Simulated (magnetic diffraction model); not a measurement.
## Which magnetic order? KMn6Al

Space group Amm2 (no. 38), a = 4.7070 Å, b = 6.0630 Å, c = 10.4680 Å.

```
site  atom    x       y       z
  2b    Mn  1/2     1/2  0.6658
  4e    Mn  1/2  0.7549  0.9140
  2a    Mn    0     1/2  0.8362
  4d    Mn    0  0.7485  0.0883
  2b     K  1/2     1/2  0.1674
  2a    Al    0     1/2  0.3322
```

This is a made-up structure (elements placed in a structure type, unrelaxed), so the numbers test the method and describe no known phase.

Only Mn is taken to order (form factors of Mn2+); orders and moment sizes are assumed, and not adapted to the symmetry. Radiation: neutrons of λ = 2.36 Å, 5° to 70°; isotropic B of 0.32 Å² (Mn), 0.37 Å² (K) and 0.49 Å² (Al). The intensities are simulated: I ∝ L Σ (|F_N|² + |F_M⊥|²) for unpolarised neutrons, with F_M = 2.695 fm/μB × Σ f(s) S exp(2πi Q·r) exp(−B s²) at Q = H ± k (one set where k and −k are equivalent), only the part normal to Q counting and L = 1/(sin²θ cos θ). For collinear order S is the moment m, which repeats by lattice and centring translations R with the sign exp(−2πi k·R). Form factors are spin-only for 3d ions and dipole or tabulated for f ions, scattering lengths are Sears's of 1992, and absorption is left out. A label names one of the reflections at its angle. The strongest nuclear line in the range is 100, and lines under 0.2 are left out.

Above the ordering temperature:

```tsv
2θ (°)	index	I
26.00	(0 1 1)	100.0
26.06	(0 0 2)	15.2
39.36	(1 1 1)	34.0
39.41	(1 0 2)	48.6
45.81	(0 2 0)	23.8
53.47	(0 2 2)	8.0
53.60	(0 0 4)	7.4
55.26	(1 1 3)	69.5
60.18	(2 0 0)	16.7
61.99	(1 2 2)	51.3
62.12	(1 0 4)	20.4
66.67	(2 1 1)	37.8
66.70	(2 0 2)	5.8
```

Below it (cell unchanged):

| 2θ (°) | I |
| --- | --- |
| 14.40 | 534.4 |
| 26.00 | 100.0 |
| 26.06 | 15.2 |
| 29.84 | 37.2 |
| 29.90 | 2.1 |
| 39.36 | 34.0 |
| 39.41 | 48.6 |
| 44.18 | 38.8 |
| 45.81 | 23.8 |
| 48.27 | 7.9 |
| 48.39 | 6.7 |
| 51.97 | 12.7 |
| 52.01 | 6.0 |
| 53.47 | 8.0 |
| 53.60 | 7.4 |
| 55.26 | 69.5 |
| 55.67 | 68.0 |
| 55.81 | 18.7 |
| 60.18 | 16.7 |
| 61.99 | 51.3 |
| 62.12 | 20.4 |
| 65.53 | 2.9 |
| 65.62 | 3.8 |
| 66.67 | 37.8 |
| 66.70 | 5.8 |

**Question.** Find the propagation vector, then choose among these models:
A. collinear moments along [110], 2.26 μB on Mn; signs + at (1/2, 1/2, 0.6658), + at (1/2, 0.7549, 0.9140), + at (1/2, 0.2451, 0.9140), + at (0, 1/2, 0.8362), + at (0, 0.7485, 0.0883), + at (0, 0.2515, 0.0883)
B. collinear moments along [110], 2.26 μB on Mn; signs + at (1/2, 1/2, 0.6658), − at (1/2, 0.7549, 0.9140), + at (1/2, 0.2451, 0.9140), − at (0, 1/2, 0.8362), + at (0, 0.7485, 0.0883), − at (0, 0.2515, 0.0883)
C. collinear moments along [101], 2.26 μB on Mn; signs + at (1/2, 1/2, 0.6658), + at (1/2, 0.7549, 0.9140), + at (1/2, 0.2451, 0.9140), + at (0, 1/2, 0.8362), + at (0, 0.7485, 0.0883), + at (0, 0.2515, 0.0883)
D. collinear moments along [101], 2.26 μB on Mn; signs + at (1/2, 1/2, 0.6658), − at (1/2, 0.7549, 0.9140), + at (1/2, 0.2451, 0.9140), − at (0, 1/2, 0.8362), + at (0, 0.7485, 0.0883), − at (0, 0.2515, 0.0883)

The new lines index as (1/2 0 0) at 14.40°, (1/2 1 1) at 29.84°, (1/2 0 2) at 29.90° and (3/2 0 0) at 44.18°, that is as H ± k with k = (1/2 0 0). Half indices mean that the moments reverse under translations with k·R a half-integer, and the magnetic cell has twice the primitive volume.

Magnetic intensity, observed (below minus above) and for each model:

| 2θ (°) | index | observed | A | B | C | D |
| --- | --- | --- | --- | --- | --- | --- |
| 14.40 | (1/2 0 0) | 534.4 | 400.8 | 44.5 | 534.4 | 59.4 |
| 29.84 | (1/2 1 1) | 37.2 | 31.5 | 228.7 | 37.2 | 267.2 |
| 29.90 | (1/2 0 -2) | 2.1 | 25.8 | 25.7 | 2.1 | 16.7 |
| 44.18 | (3/2 0 0) | 38.8 | 29.1 | 3.2 | 38.8 | 4.3 |
| 48.39 | (1/2 1 3) | 6.7 | 13.3 | 67.1 | 6.7 | 31.6 |
| 51.97 | (3/2 1 1) | 12.7 | 7.8 | 22.1 | 12.7 | 43.9 |
| 55.67 | (1/2 2 2) | 68.0 | 51.3 | 5.5 | 68.0 | 9.3 |
| 55.81 | (1/2 0 4) | 18.7 | 46.0 | 5.1 | 18.7 | 0.2 |

Model C matches.

The structure used: k = (1/2 0 0), collinear moments along [101], 2.26 μB on Mn; signs + at (1/2, 1/2, 0.6658), + at (1/2, 0.7549, 0.9140), + at (1/2, 0.2451, 0.9140), + at (0, 1/2, 0.8362), + at (0, 0.7485, 0.0883), + at (0, 0.2515, 0.0883).

[Logs are printed without paths, hosts, clocks, repeated set-up lines and the standing remarks that a program may print on its own settings, such as how far it seeks lower states.]
